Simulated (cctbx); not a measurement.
# Diagnosing a refinement

Cell a = 8.9850 Å, b = 8.9850 Å, c = 5.5000 Å, α = 90.00°, β = 90.00°, γ = 120.00°; space group P-62m (no. 189). The compound is CsCeGe.

Simulated single-crystal data (cctbx): Mo Kα, λ = 0.71073 Å, to d = 0.6 Å, 50 % of the full sphere, strongest reflection 5000 counts, noise from counting, a 3 % proportional error and a noise floor of 2 counts (s.d.); no absorption.

An anisotropic refinement with weights 1/σ² prints:

```text
Rint 0.055, 727 unique reflections to 0.60 A
cycle     R1     wR2    GooF  max shift (A)
   1  0.2176  0.4719  11.370   0.00524
   2  0.2168  0.4623  11.139   0.00007
final R1 0.2167 wR2 0.4623 GooF 11.139  parameters 10  data/parameter 72.7
atom        x        y        z      Ueq    occ   su(xyz)  su(Uiso or U11)
Ce1    0.00000  0.58353  0.50000   0.0008  1.000  0.00048  0.0014  NPD
Cs1    0.00000  0.25310  0.00000   0.0006  1.000  0.00051  0.0014  NPD
Ge1    0.00000  0.00000  0.50000  -0.0025  1.000  0.00000  0.0023  NPD
difference map: max 140.74 min -22.74 rms 3.95
Q1    0.3333  0.6667  0.0000    2  140.74  3.41 A from Cs1
Q2    0.0000  0.0805  0.5000    3   52.64  0.72 A from Ge1
Q3    0.0000  0.5818  0.5000    3   51.12  0.02 A from Ce1
Q4    0.0000  0.2523  0.0000    3   47.46  0.01 A from Cs1
Q5    0.0000  0.3347  0.5000    3   28.57  2.24 A from Ce1
Q6    0.0000  0.0000  0.5000    1   21.48  0.00 A from Ge1
```

Q: Accept it or mend it, and why?

Mend it. The fault: an atom left out, Ge at (1/3, 2/3, 0). Against the right model at the same level, R1 goes from 0.0168 to 0.2167 and GooF from 0.88 to 11.14, the top difference peak, 140.7 e/Å³, lies 3.41 Å from Cs1 and Ce1, Cs1 and Ge1 go non-positive-definite. Q1 is the missing atom. With scattering power missing, scale and phases suffer, so peaks may also grow on the heavy atoms.

The compound is CsCeGe. The right model at the same level gives:

```text
Rint 0.055, 727 unique reflections to 0.60 A
cycle     R1     wR2    GooF  max shift (A)
   1  0.0169  0.0369   0.891   0.00005
   2  0.0168  0.0366   0.884   0.00000
final R1 0.0168 wR2 0.0366 GooF 0.884  parameters 12  data/parameter 60.6
atom        x        y        z      Ueq    occ   su(xyz)  su(Uiso or U11)
Ce1    0.00000  0.58295  0.50000   0.0032  1.000  0.00004  0.0001
Cs1    0.00000  0.25352  0.00000   0.0031  1.000  0.00004  0.0001
Ge1    0.00000  0.00000  0.50000   0.0037  1.000  0.00000  0.0002
Ge2    0.33333  0.66667  0.00000   0.0040  1.000  0.00000  0.0002
Flack x: -0.01(4)
Hooft y: 0.021(43)  Bijvoet pairs: 311
difference map: max 1.47 min -0.90 rms 0.22
Q1    0.0000  0.3867  0.0000    3    1.48  1.20 A from Cs1
Q2    0.0000  0.0000  0.2929    2    1.00  1.14 A from Ge1
Q3    0.0000  0.1104  0.5000    3    0.94  0.99 A from Ge1
Q4    0.0673  0.1828  0.3623   12    0.83  1.63 A from Ge1
Q5    0.1387  0.7636  0.0000    6    0.81  1.84 A from Cs1
Q6    0.0000  0.0000  0.1226    2    0.79  2.08 A from Ge1
```

Isotropic U is held between 0.0001 and 1 Å² by the program, and listed peak heights are interpolated, so they can pass the grid's maximum.

The model is made up (kin elements in a known structure type, no relaxation), so it says nothing on whether the phase exists.

[Middle refinement cycles are left out of these outputs.]

[Logs are printed without paths, hosts, clocks, repeated set-up lines and the standing remarks that a program may print on its own settings, such as how far it seeks lower states.]
